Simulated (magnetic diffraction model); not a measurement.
**PrSi₂PdRh below its ordering temperature**

Space group I-4m2 (no. 119), a = 4.2070 Å, c = 10.1020 Å.

| site | atom | x | y | z |
| --- | --- | --- | --- | --- |
| 2a | Pr | 0 | 0 | 0 |
| 2c | Pd | 0 | 1/2 | 1/4 |
| 2d | Rh | 1/2 | 0 | 1/4 |
| 4e | Si | 0 | 0 | 0.3679 |

This is a made-up structure (elements placed in a structure type, unrelaxed), so the numbers test the method and describe no known phase.

Only Pr is taken to order (form factors of Pr3+); orders and moment sizes are assumed, and not adapted to the symmetry. Radiation: neutrons of λ = 1.8 Å, 1.5° to 75°; isotropic B of 0.46 Å² (Pr), 0.41 Å² (Pd), 0.45 Å² (Rh) and 0.64 Å² (Si). Simulated constant-wavelength pattern: nuclear and magnetic terms add, the magnetic one as |2.695 fm × Σ f S⊥ exp(2πi Q·r) exp(−B s²)|², summed over all Q at one angle with the factor 1/(sin²θ cos θ). For a modulated order the moment at position r is S exp(−2πi k·r) + c.c., with S = m/2 for a sine wave of amplitude m and S = m(u + iv)/2 for moments turning in a plane, u and v being orthogonal unit vectors in it; the phase factor of the sum at Q = H + k is then exp(2πi H·r). Free-ion form factors, Sears's scattering lengths of 1992, no absorption; a label names one of the reflections at its angle. The strongest nuclear line in the range is 100, and lines under 0.2 are left out.

Above the ordering temperature:

| 2θ (°) | index | I |
| --- | --- | --- |
| 20.53 | (0 0 2) | 24.5 |
| 26.80 | (1 0 1) | 0.9 |
| 35.22 | (1 1 0) | 0.3 |
| 40.04 | (1 0 3) | 53.2 |
| 41.11 | (1 1 2) | 100.0 |
| 41.75 | (0 0 4) | 6.8 |
| 50.66 | (2 0 0) | 84.8 |
| 55.22 | (2 0 2) | 15.3 |
| 55.74 | (1 1 4) | 55.6 |
| 58.23 | (2 1 1) | 0.4 |
| 59.23 | (1 0 5) | 17.2 |
| 64.63 | (0 0 6) | 1.2 |
| 66.45 | (2 1 3) | 43.7 |
| 67.67 | (2 0 4) | 12.2 |
| 74.47 | (2 2 0) | 45.5 |

Below it (cell unchanged):

```tsv
2θ (°)	I
3.40	182.7
17.08	7.0
20.53	24.5
24.00	3.5
25.66	17.6
26.80	0.9
28.33	13.5
35.22	0.3
35.40	8.9
37.29	6.5
38.13	1.3
39.39	6.6
40.04	53.2
41.11	100.0
41.75	6.8
42.94	4.5
43.07	5.1
45.42	0.8
50.66	84.8
50.79	3.9
52.88	2.9
53.86	3.3
55.22	15.3
55.74	55.6
55.75	2.3
56.81	2.8
57.64	5.7
58.23	0.4
58.74	2.2
59.06	5.3
59.23	17.2
60.64	0.4
62.81	1.7
64.57	4.1
64.63	1.2
65.14	1.9
```
(The table stops after 36 lines; 8 more lie at higher angle.)

**Question.** Find the propagation vector, then choose among these models:
A. moments turning in the plane of [001] and [100], 2.7 μB on Pr
B. moments turning in the plane of [010] and [001], 2.7 μB on Pr
C. a sine wave with moments along [001] (amplitudes given), 2.7 μB on Pr
D. moments turning in the plane of [100] and [010], 2.7 μB on Pr

The new lines index as (0 0 1/3) at 3.40°, (0 0 5/3) at 17.08°, (0 0 7/3) at 24.00° and (1 0 2/3) at 25.66°, that is as H ± k with k = (0 0 1/3). Satellites come in pairs about each point of the reciprocal lattice.

Magnetic intensity, observed (below minus above) and for each model:

| 2θ (°) | index | observed | A | B | C | D |
| --- | --- | --- | --- | --- | --- | --- |
| 3.40 | (0 0 1/3) | 182.7 | 182.7 | 182.7 | <0.2 | 365.4 |
| 17.08 | (0 0 5/3) | 7.0 | 7.0 | 7.0 | <0.2 | 14.1 |
| 24.00 | (0 0 7/3) | 3.5 | 3.5 | 3.5 | <0.2 | 6.9 |
| 25.66 | (1 0 2/3) | 17.6 | 17.6 | 17.6 | 11.2 | 12.9 |
| 28.33 | (1 0 4/3) | 13.5 | 13.5 | 13.5 | 7.4 | 12.0 |
| 37.29 | (1 0 8/3) | 6.5 | 6.5 | 6.5 | 2.4 | 8.3 |
| 42.94 | (1 0 10/3) | 4.5 | 4.5 | 4.5 | 1.3 | 6.4 |
| 55.75 | (1 0 14/3) | 2.3 | 2.3 | 2.3 | 0.4 | 3.7 |

Models A and B match alike on every line, so these data can't choose among them (such ties are often domains of one structure).

The structure used: k = (0 0 1/3), moments turning in the plane of [001] and [100], 2.7 μB on Pr.

[Logs are printed without paths, hosts, clocks, repeated set-up lines and the standing remarks that a program may print on its own settings, such as how far it seeks lower states.]
